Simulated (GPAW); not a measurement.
**free-standing triangular Eu monolayer, spacing 3.6 A: cost and accuracy of all numerical settings together**

Aim: see how far moments and order energies of free-standing triangular Eu monolayer, spacing 3.6 A move with all numerical settings together, and what each rung costs.

Method: PBE with U = 7.5 eV on Eu f; plane waves with GPAW's PAW setups, scalar-relativistic, in GPAW 26.7.0.

## 1. The starting structure

The cell holds 1 atom: 1 Eu. Its edges and angles: a = 3.600 Å, b = 3.600 Å, c = 14.000 Å, α = 90.0°, β = 90.0°, γ = 120.0°. model lattice. Vacuum lies along c.

Structure file:

```cif
data_structure
_symmetry_space_group_name_H-M 'P 1'
_symmetry_Int_Tables_number 1
_cell_length_a 3.6000
_cell_length_b 3.6000
_cell_length_c 14.0000
_cell_angle_alpha 90.000
_cell_angle_beta 90.000
_cell_angle_gamma 120.000
_cell_volume 157.13
loop_
_atom_site_label
_atom_site_type_symbol
_atom_site_fract_x
_atom_site_fract_y
_atom_site_fract_z
_atom_site_occupancy
Eu1 Eu 0.00000 0.00000 0.50000 1
```

## 2. Rung 1 (280 eV, mesh 4×4×1), start ferro +

Several settings change at once from rung to rung, from a quick look to a careful run; the headings and inputs name them.

order1.py

```python
import json
import numpy as np
from ase import Atoms
from ase.parallel import paropen, parprint
from gpaw import GPAW

atoms = Atoms(['Eu'],
    cell=[[3.6, 0.0, 0.0],
         [-1.8, 3.117691, 0.0],
         [0.0, 0.0, 14.0]],
    scaled_positions=[[0.0, 0.0, 0.5]],
    pbc=True,
    magmoms=[7.0])
atoms.calc = GPAW(mode={'name': 'pw', 'ecut': 280},
    xc='PBE',
    kpts={'size': (4, 4, 1), 'gamma': True},
    occupations={'name': 'fermi-dirac', 'width': 0.2},
    convergence={'density': 1e-05, 'energy': 1e-05},
    maxiter=200,
    setups={'Eu': ':f,7.5'},
    symmetry={'tolerance': 1e-4},
    txt='order1.txt')
e = atoms.get_potential_energy(force_consistent=True)
res = {'free_energy': e, 'energy_sigma0': atoms.get_potential_energy(), 'fermi_energy': atoms.calc.get_fermi_level()}
res['moments'] = atoms.get_magnetic_moments().tolist()
res['total'] = atoms.get_magnetic_moment()
parprint('site moments (muB):', np.round(res['moments'], 3))
parprint(f"total moment: {res['total']:.3f} muB")
parprint(f'free energy: {e:.6f} eV')
atoms.calc.write('order1.gpw')
with paropen('results.json', 'w') as f:
    json.dump(res, f)
```

On the command line:

```
OMP_NUM_THREADS=1 mpirun -n 2 gpaw python order1.py > order1.log
```

Numbers of over 12 decimals in the logs are rounded to 6 here.

The program printed:

```text
site moments (muB): [6.892]
total moment: 7.809 muB
free energy: -8.618878 eV

--- order1.txt ---
Input parameters:
  mode=PW(ecut=280),
  convergence={'density': 1e-05, 'energy': 1e-05},
  kpts=MonkhorstPack(size=(4, 4, 1), gamma=True),
  maxiter=200,
  occupations=Occupations(name='fermi-dirac', width=0.2),
  setups={'Eu': ':f,7.5'},
  symmetry=Symmetry(tolerance=0.0001),
  xc=XC(name='PBE')

Diagonalizing LCAO Hamiltonian
Converting LCAO to pw mode

       Eu

Atoms  # Å, Bohr magnetons
|   | symbol |        x |        y |        z |    initial magnetic moments |
|---|--------|----------|----------|----------|-----------------------------|
| 0 |     Eu | 0.000000 | 0.000000 | 7.000000 | ( 0.0000,  0.0000,  7.0000) |

Unit cell  # Å
| periodic |         x |        y |         z |   lengths |     angles |
|----------|-----------|----------|-----------|-----------|------------|
|      yes |  3.600000 | 0.000000 |  0.000000 |  3.600000 |  90.000000 |
|      yes | -1.800000 | 3.117691 |  0.000000 |  3.600000 |  90.000000 |
|      yes |  0.000000 | 0.000000 | 14.000000 | 14.000000 | 120.000004 |

Number of symmetries: 24

BZ-sampling:
  Number of BZ points: 16
  Number of IBZ points: 4

  Monkhorst-Pack size: [4, 4, 1]
  Monkhorst-Pack shift: [0.125, 0.125, 0.0]

Plane wave coefficients: 1681
Cutoff: 280.0 eV

Spin-components: 2 (collinear spins)
Bands:           19
Projectors:      8
Spin-degeneracy: 1
Datatype:        complex128

Parallelization:
  kpt:    2
  domain: 1
  band:   1

Density:
  Valence electrons: 17.0
  Components: 2
  Grid points: [14 14 56]
  Charge: 0.0  # |e|

Potential:
  Grid points: [14 14 56]

[... setups left out ...]
Reference energy: -295080.811612  # eV

eigensolver:
  PPCG
  Converge bands: occupied
  niter=2

density mixing:
  MSR1-Mixer
  Pratt-step length: 0.05
  Maximum mixing coefficient: 0.75
  Old densities: 10
  SVD Regularization: 0.005
  Good broyden scale: 1.0
  Trust region scale: 1.0
  Backstep threshold: 4.0
  History deletion threshold: 6.0
  Fourier metric: weight=20.0, sigma=0.015

occupation numbers:
  Fermi-Dirac:
    width: 0.2000  # eV

poisson solver:
  ecut: 2240.0  # eV

xc functional:
  name: PBE with 2 nearest neighbor stencil

convergence criteria:
- Maximum integral of absolute [dens]ity change: 1e-05 electrons / valence electron
- Maximum [total energy] change in last 3 cyles: 1e-05 eV / valence electron
- Maximum integral of absolute [eigenst]ate change: 4e-08 eV^2 / valence electron
maximum number of iterations: 200

SCF iterations
|iter     |      energy | eigst |  dens |  magmom |
|---------|-------------|-------|-------|---------|
|iter:   1|       0s |   -8.476040 | -0.63 |       |  +7.0164|
|iter:   2|       0s |   -8.465318 | -2.58 | -1.13 |  +7.0445|
|iter:   3|       1s |   -8.459038 | -2.42 | -1.16 |  +7.4183|
|iter:   4|       1s |   -8.479299 | -2.66 | -1.56 |  +7.6560|
|iter:   5|       1s |   -8.482286 | -3.89 | -2.05 |  +7.6997|
|iter:   6|       1s |   -8.485854 | -4.14 | -2.20 |  +7.7766|
|iter:   7|       2s |   -8.486511 | -4.78 | -2.73 |  +7.8046|
|iter:   8|       2s |   -8.486658 | -5.45 | -3.31 |  +7.8099|
|iter:   9|       2s |   -8.486705 | -6.46 | -3.86 |  +7.8102|
|iter:  10|       2s |   -8.486717c| -7.39 | -4.32 |  +7.8095|
|iter:  11|       3s |   -8.486729c| -7.66c| -4.73 |  +7.8094|
|iter:  12|       3s |   -8.486733c| -8.11c| -5.16c|  +7.8093|

Converged in 12 steps
Energy contributions relative to reference atoms: (reference = -295080.811612)

Energy contributions:
  Kinetic:          56.202356
  Coulomb:         -47.243203
  Zero:             -0.266945
  External:          0.000000
  Xc:              -17.046797
  Entropy:          -0.264290
  Spinorbit:         0.000000
  ----------------------------
  Free energy:      -8.618878
  Extrapolated:     -8.486733

dipole moment: (-9.867001, -17.090144, 0.000005)  # |e|*Ang

Total magnetic moment: (0.000000, 0.000000, 7.809278)

Local magnetic moments
|        x |        y |        z |
|----------|----------|----------|
| 0.000000 | 0.000000 | 6.891656 |  # Eu   0

Fermi level: -0.366
Eigenvalues  # (at kpt = [0.000, 0.000, 0.000])
| band index |      eig [eV] | occ [0-1] |      eig [eV] | occ [0-1] |
|------------|---------------|-----------|---------------|-----------|
|          0 |       -41.368 |     1.000 |       -38.140 |     1.000 |
|          1 |       -20.477 |     1.000 |       -18.059 |     1.000 |
|          2 |       -19.989 |     1.000 |       -17.504 |     1.000 |
|          3 |       -19.989 |     1.000 |       -17.504 |     1.000 |
|          4 |        -3.880 |     1.000 |        -2.846 |     1.000 |
|          5 |        -3.207 |     1.000 |         0.470 |     0.015 |
|          6 |        -3.183 |     1.000 |         0.626 |     0.007 |
|          7 |        -3.117 |     1.000 |         2.712 |     0.000 |
|          8 |        -3.117 |     1.000 |         2.921 |     0.000 |
|          9 |        -3.058 |     1.000 |         2.921 |     0.000 |
|         10 |        -3.058 |     1.000 |         3.713 |     0.000 |
|         11 |        -2.947 |     1.000 |         5.090 |     0.000 |
|         12 |        -0.385 |     0.523 |         5.603 |     0.000 |
|         13 |        -0.124 |     0.229 |         5.603 |     0.000 |
|         14 |         1.771 |     0.000 |         6.941 |     0.000 |
|         15 |         1.771 |     0.000 |         6.965 |     0.000 |
|         16 |         2.334 |     0.000 |         8.744 |     0.000 |
|        ... |               |           |               |           |
|         18 |         4.206 |     0.000 |         9.165 |     0.000 |

No gap
No difference between direct/indirect transitions
```

Wall time 5.7 s (2 MPI ranks of Intel Xeon 6975P-C (Granite Rapids), shared host); peak memory 0.39 GiB; 11 s of CPU time.

This step gave:

* magnetization: 7.809 μB
* final state: ferromagnetic
* largest moment: 6.892 μB

After 12 cycles the largest moment stands at 6.89 μB.

## 3. Rung 1 (280 eV, mesh 4×2×1), start antiferro q=(0,1/2,0) +-

The second start gives the energy difference between the two end states, the quantity that is followed up the ladder. Its q is in fractions of the reciprocal vectors of the first run's cell.

order2.py is the script of step 2 with these lines changed:

```diff
@@ -6,12 +6,13 @@
 
-atoms = Atoms(['Eu'],
+atoms = Atoms(['Eu', 'Eu'],
     cell=[[3.6, 0.0, 0.0],
-         [-1.8, 3.117691, 0.0],
+         [-3.6, 6.235382, 0.0],
          [0.0, 0.0, 14.0]],
-    scaled_positions=[[0.0, 0.0, 0.5]],
+    scaled_positions=[[0.0, 0.0, 0.5],
+         [0.0, 0.5, 0.5]],
     pbc=True,
-    magmoms=[7.0])
+    magmoms=[7.0, -7.0])
 atoms.calc = GPAW(mode={'name': 'pw', 'ecut': 280},
     xc='PBE',
-    kpts={'size': (4, 4, 1), 'gamma': True},
+    kpts={'size': (4, 2, 1), 'gamma': True},
     occupations={'name': 'fermi-dirac', 'width': 0.2},
@@ -21,3 +22,3 @@
     symmetry={'tolerance': 1e-4},
-    txt='order1.txt')
+    txt='order2.txt')
 e = atoms.get_potential_energy(force_consistent=True)
@@ -29,3 +30,3 @@
 parprint(f'free energy: {e:.6f} eV')
-atoms.calc.write('order1.gpw')
+atoms.calc.write('order2.gpw')
 with paropen('results.json', 'w') as f:
```

On the command line:

```
OMP_NUM_THREADS=1 mpirun -n 2 gpaw python order2.py > order2.log
```

The program printed:

```text
site moments (muB): [ 6.842 -6.842]
total moment: -0.000 muB
free energy: -17.059569 eV

--- order2.txt ---
Input parameters:
  mode=PW(ecut=280),
  convergence={'density': 1e-05, 'energy': 1e-05},
  kpts=MonkhorstPack(size=(4, 2, 1), gamma=True),
  maxiter=200,
  occupations=Occupations(name='fermi-dirac', width=0.2),
  setups={'Eu': ':f,7.5'},
  symmetry=Symmetry(tolerance=0.0001),
  xc=XC(name='PBE')

Diagonalizing LCAO Hamiltonian
Converting LCAO to pw mode

         Eu
           Eu

Atoms  # Å, Bohr magnetons
|   | symbol |         x |        y |        z |    initial magnetic moments |
|---|--------|-----------|----------|----------|-----------------------------|
| 0 |     Eu |  0.000000 | 0.000000 | 7.000000 | ( 0.0000,  0.0000,  7.0000) |
| 1 |     Eu | -1.800000 | 3.117691 | 7.000000 | ( 0.0000,  0.0000, -7.0000) |

Number of symmetries: 4

BZ-sampling:
  Number of BZ points: 8
  Number of IBZ points: 6

  Monkhorst-Pack size: [4, 2, 1]
  Monkhorst-Pack shift: [0.125, 0.25, 0.0]

Plane wave coefficients: 3362
Cutoff: 280.0 eV

Spin-components: 2 (collinear spins)
Bands:           25
Projectors:      16
Spin-degeneracy: 1
Datatype:        complex128

Parallelization:
  kpt:    2
  domain: 1
  band:   1

Density:
  Valence electrons: 34.0
  Components: 2
  Grid points: [14 28 56]
  Charge: 0.0  # |e|

Potential:
  Grid points: [14 28 56]

[... setups left out ...]
Reference energy: -590161.623223  # eV

convergence criteria:
- Maximum integral of absolute [dens]ity change: 1e-05 electrons / valence electron
- Maximum [total energy] change in last 3 cyles: 1e-05 eV / valence electron
[...]
|iter:  12|       6s |  -16.735522c| -5.97 | -4.65 |  +0.0000|
|iter:  13|       7s |  -16.735544c| -6.49 | -5.02c|  -0.0000|
|iter:  14|       7s |  -16.735541c| -7.03 | -5.53c|  +0.0000|
|iter:  15|       7s |  -16.735542c| -7.53c| -5.83c|  -0.0000|

Converged in 15 steps
Energy contributions relative to reference atoms: (reference = -590161.623223)

Energy contributions:
  Kinetic:         112.639007
  Coulomb:         -94.539677
  Zero:             -0.547884
  External:          0.000000
  Xc:              -33.962960
  Entropy:          -0.648055
  Spinorbit:         0.000000
  ----------------------------
  Free energy:     -17.059569
  Extrapolated:    -16.735542

dipole moment: (-19.728806, -34.171291, -0.000001)  # |e|*Ang

Total magnetic moment: (0.000000, 0.000000, -0.000000)

Local magnetic moments
|        x |        y |         z |
|----------|----------|-----------|
| 0.000000 | 0.000000 |  6.841613 |  # Eu   0
| 0.000000 | 0.000000 | -6.841613 |  # Eu   1

Fermi level: -0.225
Eigenvalues  # (at kpt = [0.000, 0.000, 0.000])
| band index |      eig [eV] | occ [0-1] |      eig [eV] | occ [0-1] |
|------------|---------------|-----------|---------------|-----------|
|          0 |       -41.344 |     1.000 |       -41.344 |     1.000 |
|        ... |               |           |               |           |
|          9 |        -3.161 |     1.000 |        -3.161 |     1.000 |
|         10 |        -3.135 |     1.000 |        -3.135 |     1.000 |
|         11 |        -3.118 |     1.000 |        -3.118 |     1.000 |
|         12 |        -3.114 |     1.000 |        -3.114 |     1.000 |
[...]
|         21 |         2.123 |     0.000 |         2.123 |     0.000 |
|         22 |         2.214 |     0.000 |         2.214 |     0.000 |
|         23 |         2.363 |     0.000 |         2.363 |     0.000 |
|         24 |         2.518 |     0.000 |         2.518 |     0.000 |

No gap
No difference between direct/indirect transitions
```

Run time: 11 s. Hardware: 2 MPI ranks; peak memory 0.47 GiB.

Read from the output:

- magnetization: 0 μB
- final state: antiferromagnetic
- largest moment: 6.842 μB

This start lies +89.1 meV a seeded atom from the first; its largest moment is 6.84 μB.

## 4. Rung 2 (380 eV, mesh 6×6×1), start ferro +

order1.py is the script of step 2 with these lines changed:

```diff
@@ -13,6 +13,6 @@
     magmoms=[7.0])
-atoms.calc = GPAW(mode={'name': 'pw', 'ecut': 280},
+atoms.calc = GPAW(mode={'name': 'pw', 'ecut': 380},
     xc='PBE',
-    kpts={'size': (4, 4, 1), 'gamma': True},
-    occupations={'name': 'fermi-dirac', 'width': 0.2},
+    kpts={'size': (6, 6, 1), 'gamma': True},
+    occupations={'name': 'fermi-dirac', 'width': 0.15},
     convergence={'density': 1e-05, 'energy': 1e-05},
```

On the command line:

```
OMP_NUM_THREADS=1 mpirun -n 2 gpaw python order1.py > order1.log
```

The program printed:

```text
site moments (muB): [6.926]
total moment: 7.823 muB
free energy: -8.822422 eV

--- order1.txt ---
Input parameters:
  mode=PW(ecut=380),
  convergence={'density': 1e-05, 'energy': 1e-05},
  kpts=MonkhorstPack(size=(6, 6, 1), gamma=True),
  maxiter=200,
  occupations=Occupations(name='fermi-dirac', width=0.15),
  setups={'Eu': ':f,7.5'},
  symmetry=Symmetry(tolerance=0.0001),
  xc=XC(name='PBE')

[...]
|          4 |        -3.823 |     1.000 |        -2.749 |     1.000 |
[...]
|         14 |         1.847 |     0.000 |         6.954 |     0.000 |
|         15 |         1.847 |     0.000 |         7.050 |     0.000 |
|         16 |         2.344 |     0.000 |         8.762 |     0.000 |
|        ... |               |           |               |           |
|         18 |         4.301 |     0.000 |         8.993 |     0.000 |

No gap
No difference between direct/indirect transitions

[key lines of the parts left out:]
Free energy:      -8.822422
Converged in 12 steps
dipole moment: (-9.869332, -17.094182, 0.000005)  # |e|*Ang
Fermi level: -0.318
```

Run time: 8.6 s. Hardware: 2 MPI ranks; peak memory 0.45 GiB.

Read from the output:

| Quantity | Value |
| --- | --- |
| magnetization | 7.823 μB |
| final state | ferromagnetic |
| largest moment | 6.926 μB |

The largest moment moves by +0.03 μB from rung 1, at 1.6 times its CPU time.

## 5. Rung 2 (380 eV, mesh 6×3×1), start antiferro q=(0,1/2,0) +-

order2.py is the script of step 3 with these lines changed:

```diff
@@ -14,6 +14,6 @@
     magmoms=[7.0, -7.0])
-atoms.calc = GPAW(mode={'name': 'pw', 'ecut': 280},
+atoms.calc = GPAW(mode={'name': 'pw', 'ecut': 380},
     xc='PBE',
-    kpts={'size': (4, 2, 1), 'gamma': True},
-    occupations={'name': 'fermi-dirac', 'width': 0.2},
+    kpts={'size': (6, 3, 1), 'gamma': True},
+    occupations={'name': 'fermi-dirac', 'width': 0.15},
     convergence={'density': 1e-05, 'energy': 1e-05},
```

On the command line:

```
OMP_NUM_THREADS=1 mpirun -n 2 gpaw python order2.py > order2.log
```

The program printed:

```text
site moments (muB): [ 6.85 -6.85]
total moment: -0.000 muB
free energy: -17.463737 eV

--- order2.txt ---
Input parameters:
  mode=PW(ecut=380),
  convergence={'density': 1e-05, 'energy': 1e-05},
  kpts=MonkhorstPack(size=(6, 3, 1), gamma=True),
  maxiter=200,
  occupations=Occupations(name='fermi-dirac', width=0.15),
  setups={'Eu': ':f,7.5'},
  symmetry=Symmetry(tolerance=0.0001),
  xc=XC(name='PBE')

[...]
|         11 |        -2.978 |     1.000 |        -2.978 |     1.000 |
|         12 |        -2.954 |     1.000 |        -2.954 |     1.000 |
[...]
|         21 |         2.205 |     0.000 |         2.205 |     0.000 |
|         22 |         2.484 |     0.000 |         2.484 |     0.000 |
|         23 |         2.540 |     0.000 |         2.540 |     0.000 |
|         24 |         2.683 |     0.000 |         2.683 |     0.000 |

No gap
No difference between direct/indirect transitions

[key lines of the parts left out:]
Free energy:     -17.463737
Converged in 14 steps
dipole moment: (-19.736279, -34.184234, -0.000001)  # |e|*Ang
Fermi level: -0.124
```

Run time: 23 s. Hardware: 2 MPI ranks; peak memory 0.6 GiB; 45 s of CPU time.

Numbers from this step:

```yaml
magnetization: 0 μB
final_state: antiferromagnetic
largest_moment: 6.850 μB
```

This start lies +90.6 meV a seeded atom from the first, a change of +1.5 meV since rung 1; its largest moment is 6.85 μB.

## 6. Rung 3 (500 eV, mesh 8×8×1), start ferro +

order1.py is the script of step 4 with these lines changed:

```diff
@@ -13,6 +13,6 @@
     magmoms=[7.0])
-atoms.calc = GPAW(mode={'name': 'pw', 'ecut': 380},
+atoms.calc = GPAW(mode={'name': 'pw', 'ecut': 500},
     xc='PBE',
-    kpts={'size': (6, 6, 1), 'gamma': True},
-    occupations={'name': 'fermi-dirac', 'width': 0.15},
+    kpts={'size': (8, 8, 1), 'gamma': True},
+    occupations={'name': 'fermi-dirac', 'width': 0.1},
     convergence={'density': 1e-05, 'energy': 1e-05},
```

On the command line:

```
OMP_NUM_THREADS=1 mpirun -n 2 gpaw python order1.py > order1.log
```

The program printed:

```text
site moments (muB): [6.911]
total moment: 7.679 muB
free energy: -8.944524 eV

--- order1.txt ---
Input parameters:
  mode=PW(ecut=500),
  convergence={'density': 1e-05, 'energy': 1e-05},
  kpts=MonkhorstPack(size=(8, 8, 1), gamma=True),
  maxiter=200,
  occupations=Occupations(name='fermi-dirac', width=0.1),
  setups={'Eu': ':f,7.5'},
  symmetry=Symmetry(tolerance=0.0001),
  xc=XC(name='PBE')

[...]
|          4 |        -3.761 |     1.000 |        -2.857 |     1.000 |
[...]
|         14 |         1.896 |     0.000 |         6.923 |     0.000 |
|         15 |         1.896 |     0.000 |         6.933 |     0.000 |
|         16 |         2.355 |     0.000 |         8.709 |     0.000 |
|        ... |               |           |               |           |
|         18 |         4.309 |     0.000 |         9.117 |     0.000 |

No gap
No difference between direct/indirect transitions

[key lines of the parts left out:]
Free energy:      -8.944524
Converged in 13 steps
dipole moment: (-9.868980, -17.093572, 0.000005)  # |e|*Ang
Fermi level: -0.302
```

The job ended after 13 s (2 MPI ranks; peak memory 0.51 GiB).

Read from the output:

```yaml
magnetization: 7.679 μB
final_state: ferromagnetic
largest_moment: 6.911 μB
```

The largest moment moves by -0.02 μB from rung 2, at 1.5 times its CPU time.

## 7. Rung 3 (500 eV, mesh 8×4×1), start antiferro q=(0,1/2,0) +-

order2.py is the script of step 5 with these lines changed:

```diff
@@ -14,6 +14,6 @@
     magmoms=[7.0, -7.0])
-atoms.calc = GPAW(mode={'name': 'pw', 'ecut': 380},
+atoms.calc = GPAW(mode={'name': 'pw', 'ecut': 500},
     xc='PBE',
-    kpts={'size': (6, 3, 1), 'gamma': True},
-    occupations={'name': 'fermi-dirac', 'width': 0.15},
+    kpts={'size': (8, 4, 1), 'gamma': True},
+    occupations={'name': 'fermi-dirac', 'width': 0.1},
     convergence={'density': 1e-05, 'energy': 1e-05},
```

On the command line:

```
OMP_NUM_THREADS=1 mpirun -n 2 gpaw python order2.py > order2.log
```

The program printed:

```text
site moments (muB): [ 6.868 -6.868]
total moment: -0.000 muB
free energy: -17.804033 eV

--- order2.txt ---
Input parameters:
  mode=PW(ecut=500),
  convergence={'density': 1e-05, 'energy': 1e-05},
  kpts=MonkhorstPack(size=(8, 4, 1), gamma=True),
  maxiter=200,
  occupations=Occupations(name='fermi-dirac', width=0.1),
  setups={'Eu': ':f,7.5'},
  symmetry=Symmetry(tolerance=0.0001),
  xc=XC(name='PBE')

[...]
|         11 |        -3.076 |     1.000 |        -3.076 |     1.000 |
|         12 |        -3.050 |     1.000 |        -3.050 |     1.000 |
[...]
|         21 |         2.226 |     0.000 |         2.226 |     0.000 |
|         22 |         2.500 |     0.000 |         2.500 |     0.000 |
|         23 |         2.512 |     0.000 |         2.512 |     0.000 |
|         24 |         2.661 |     0.000 |         2.661 |     0.000 |

No gap
No difference between direct/indirect transitions

[key lines of the parts left out:]
Free energy:     -17.804033
Converged in 16 steps
dipole moment: (-19.736339, -34.184338, -0.000001)  # |e|*Ang
Fermi level: -0.055
```

Elapsed: 51 s, on 2 MPI ranks; peak memory 0.71 GiB.

Numbers from this step:

```yaml
magnetization: 0 μB
final_state: antiferromagnetic
largest_moment: 6.868 μB
```

This start lies +42.5 meV a seeded atom from the first, a change of -48.0 meV since rung 2; its largest moment is 6.87 μB.

(Part 1 of 2 ends here.)

[Logs and program files are shortened in this print: banners, set-up blocks, solver, clock and traceback lines can be left out without a mark of their own.]

[Logs are printed without paths, hosts, clocks, repeated set-up lines and the standing remarks that a program may print on its own settings, such as how far it seeks lower states.]

[Hosts, paths, dates, database ids (printed as entryN), source tags and the programs' standing remarks are cut or masked in the printed files.]

[Where a cell is said to come from a database of computed structures, the database is the Materials Project.]
